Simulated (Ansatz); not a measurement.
# The 3-layer 2H-MoS2 (2H stacking) between two gates, part 2 of 2

Aim: screening and gap of the neutral 3-layer 2H-MoS2 (2H stacking) between oppositely charged gates.

Ansatz 0.2.0; plane-wave DFT, r2SCAN-D4, Ansatz PAW (the session's first sound run).

So far, gap along the path (eV): step 3 (gated layer, displacement field 0) 1.18; step 4 (displacement field 0.543 V/nm) 1.12; step 5 (displacement field 1.09 V/nm) 1.05; step 6 (displacement field 2.17 V/nm) 0.879; step 7 (displacement field 4.34 V/nm) 0.488.

## (9) A changed input: hamiltonian.dispersion = "d3bj" and scf.n_extra_bands = 32

This step: plane-wave DFT, r2SCAN-D4, Ansatz PAW, but for the change named below (Ansatz 0.2.0).

A run with a changed input: it repeats the earlier run at 0.543 V/nm with hamiltonian.dispersion from d4 to d3bj and scf.n_extra_bands to 32.

The input, input.yaml:

```yaml
crystal:
  lattice:
    - [3.1741942132, 0.0, 0.0]
    - [-1.5870971066, 2.7489328252, 0.0]
    - [0.0, 0.0, 61.404368226]
  atoms:
    - { symbol: S, position: [0.3333333333, 0.6666666667, 0.3729376372] }
    - { symbol: Mo, position: [0.0, 0.0, 0.3982382266] }
    - { symbol: S, position: [0.3333333333, 0.6666666667, 0.4235381573] }
    - { symbol: S, position: [0.0, 0.0, 0.4747058306] }
    - { symbol: Mo, position: [0.3333333333, 0.6666666667, 0.5] }
    - { symbol: S, position: [0.0, 0.0, 0.5252941694] }
    - { symbol: S, position: [0.3333333333, 0.6666666667, 0.5764618427] }
    - { symbol: Mo, position: [0.0, 0.0, 0.6017617734] }
    - { symbol: S, position: [0.3333333333, 0.6666666667, 0.6270623628] }
  periodic: [true, true, false]
  symmetry: { detect: true }
kpoints:
  mp_grid: { grid: [30, 30, 1] }
  band_path:
    path: [[0, 0, 0], [0.5, 0, 0], [0.33333333, 0.33333333, 0], [0, 0, 0]]
    npoints: 16
hamiltonian:
  xc: r2scan
  dispersion: d3bj
scf:
  occupations: { method: fermi_dirac, width: 0.02585 }
  convergence: { dr2_threshold: 1.0e-10 }
  n_extra_bands: 32
output:
  forces: true
  eigenvalues: true
  write_potential: true
  write_density: true
  volumetric_format: npy
external_charges:
  - { charge: 0, barrier: 10, axis: 3, height: 41.004, sigma: 0.25 }
  - { charge: -0.002618, axis: 3, height: 42.504, sigma: 0.33 }
  - { charge: 0, barrier: 10, axis: 3, height: 20.4, sigma: 0.25 }
  - { charge: 0.002618, axis: 3, height: 18.9, sigma: 0.33 }
```

Started as:

```
$ ansatz run input.yaml --threads 4 --pin off --max-ram 12288MiB --backend cpu --events-out ev --progress --plain --runs-dir out
```

Elapsed: 7.6 min, on 4 threads of Intel Xeon Platinum 8259CL at 2.50GHz (Skylake/Cascade Lake), shared host; peak memory 4.4 GiB.

This step gave:

```
gap on the k-mesh                                                                   : 1.120 eV
gap along the path                                                                  : 1.120 eV
smallest direct gap along the path                                                  : 1.667 eV
gap, the smaller of path and mesh                                                   : 1.120 eV
potential beyond the upper barrier and gate, less the barrier, from the Fermi level : 5.053 eV
```

Electronic bands along the path, in eV, zero at the Fermi level of the run, which the smearing sets inside the gap:

```tsv
point	band 36	band 37	band 38	band 39	band 40	band 41	band 42	band 43
Γ	-2.30	-1.36	-0.88	-0.56	1.75	1.75	1.80	1.80
halfway	-2.29	-1.94	-1.87	-1.80	1.01	1.25	1.29	1.37
M	-2.17	-1.88	-1.82	-1.74	1.19	1.25	1.32	1.68
halfway	-3.00	-1.58	-1.51	-1.42	1.05	1.11	1.18	2.00
K	-3.34	-1.26	-1.19	-1.10	0.56	0.62	0.68	1.79
halfway	-2.16	-2.03	-1.98	-1.91	0.71	0.95	1.20	1.40
Γ	-2.30	-1.36	-0.88	-0.56	1.75	1.75	1.80	1.80
```

Force by atom:

```tsv
atom	x (eV/Å)	y (eV/Å)	z (eV/Å)	size
S1	0.0000	0.0000	0.0817	0.0817
Mo2	0.0000	0.0000	0.0207	0.0207
S3	0.0000	0.0000	0.0152	0.0152
S4	0.0000	0.0000	-0.0042	0.0042
Mo5	0.0000	0.0000	-0.0047	0.0047
S6	0.0000	0.0000	0.0088	0.0088
S7	0.0000	0.0000	-0.0107	0.0107
Mo8	0.0000	0.0000	-0.0281	0.0281
S9	0.0000	0.0000	-0.0767	0.0767
```

```tsv
quantity	this run	earlier run	difference
gap along the path (eV)	1.120	1.120	1.0e-6
smallest direct gap along the path (eV)	1.667	1.667	2.0e-6
gap on the k-mesh (eV)	1.120	1.120	1.5e-6
potential beyond the upper barrier and gate, less the barrier, from the Fermi level (eV)	5.053	5.053	0
```

Nothing in the table moves by 0.01 in its unit. The run took 17 SCF cycles against 15.

The path shows an indirect gap of 1.12 eV (valence top at Γ, conduction bottom at K). The least direct gap is 1.67 eV.

## (10) Varying the input

This step: plane-wave DFT, r2SCAN-D4, Ansatz PAW (Ansatz 0.2.0).

Another changed input: it repeats the earlier run at 0.543 V/nm with scf.occupations.method from fermi_dirac to gaussian and scf.occupations.width from 0.02585 to 0.05.

Changes to input.yaml since step 9:

```diff
@@ -24,7 +24,6 @@
   xc: r2scan
-  dispersion: d3bj
+  dispersion: d4
 scf:
-  occupations: { method: fermi_dirac, width: 0.02585 }
+  occupations: { method: gaussian, width: 0.05 }
   convergence: { dr2_threshold: 1.0e-10 }
-  n_extra_bands: 32
 output:
```

Wall time 4.7 min (4 threads); peak memory 3.1 GiB.

This step gave:

```yaml
potential_beyond_the_upper_barrier_and_gate_less_the_barrier_from_the_fermi_level: 5.052 eV
```

The electronic bands at the labelled points (eV, zero at the Fermi level of the run, which the smearing sets inside the gap):

```tsv
point	band 36	band 37	band 38	band 39	band 40	band 41	band 42	band 43
Γ	-2.30	-1.36	-0.88	-0.56	1.75	1.75	1.80	1.80
halfway	-2.29	-1.95	-1.87	-1.80	1.00	1.25	1.29	1.37
M	-2.17	-1.88	-1.82	-1.74	1.19	1.25	1.31	1.68
halfway	-3.00	-1.59	-1.51	-1.43	1.04	1.11	1.18	2.00
K	-3.34	-1.26	-1.19	-1.11	0.56	0.62	0.68	1.79
halfway	-2.16	-2.03	-1.98	-1.91	0.70	0.95	1.20	1.40
Γ	-2.30	-1.36	-0.88	-0.56	1.75	1.75	1.80	1.80
```

Force by atom:

```tsv
atom	x (eV/Å)	y (eV/Å)	z (eV/Å)	size
S1	0.0000	0.0000	0.0781	0.0781
Mo2	0.0000	0.0000	0.0074	0.0074
S3	0.0000	0.0000	0.0035	0.0035
S4	0.0000	0.0000	0.0013	0.0013
Mo5	0.0000	0.0000	-0.0047	0.0047
S6	0.0000	0.0000	0.0033	0.0033
S7	0.0000	0.0000	0.0010	0.0010
Mo8	0.0000	0.0000	-0.0148	0.0148
S9	0.0000	0.0000	-0.0731	0.0731
```

```tsv
quantity	this run	earlier run	difference
gap along the path (eV)	1.120	1.120	-2.0e-6
smallest direct gap along the path (eV)	1.667	1.667	-3.0e-6
gap on the k-mesh (eV)	1.120	1.120	-2.7e-6
potential beyond the upper barrier and gate, less the barrier, from the Fermi level (eV)	5.052	5.053	-0.0018
```

Nothing in the table moves by 0.01 in its unit.

## (11) Outcome

| Quantity | Value |
| --- | --- |
| gap with uncharged gates | 1.18 eV |
| electrostatic distance between the gates | 8.45 Å |
| geometric distance between the gates | 23.6 Å |
| gap at 4.34 V/nm | 0.488 eV |

**Reading.** The gap goes from 1.18 to 0.49 eV at 4.3 V/nm. The layers screen the field: the voltage is that of a vacuum gap 15.2 Å narrower than the real distance. The gates are charged sheets behind model barriers, not atoms. Gaps are the smaller of those on the path and on the mesh; band edges between these points would make them smaller still. Spin-orbit coupling is left out, which matters for the bands of elements this heavy.

[Logs are printed without paths, hosts, clocks, repeated set-up lines and the standing remarks that a program may print on its own settings, such as how far it seeks lower states.]

[Hosts, paths, dates, database ids (printed as entryN), source tags and the programs' standing remarks are cut or masked in the printed files.]

[Maps of the electrostatic potential energy from Ansatz leave out the sawtooth potential of an applied field or a dipole correction, so their vacuum need not be flat; planar profiles and work functions include it.]
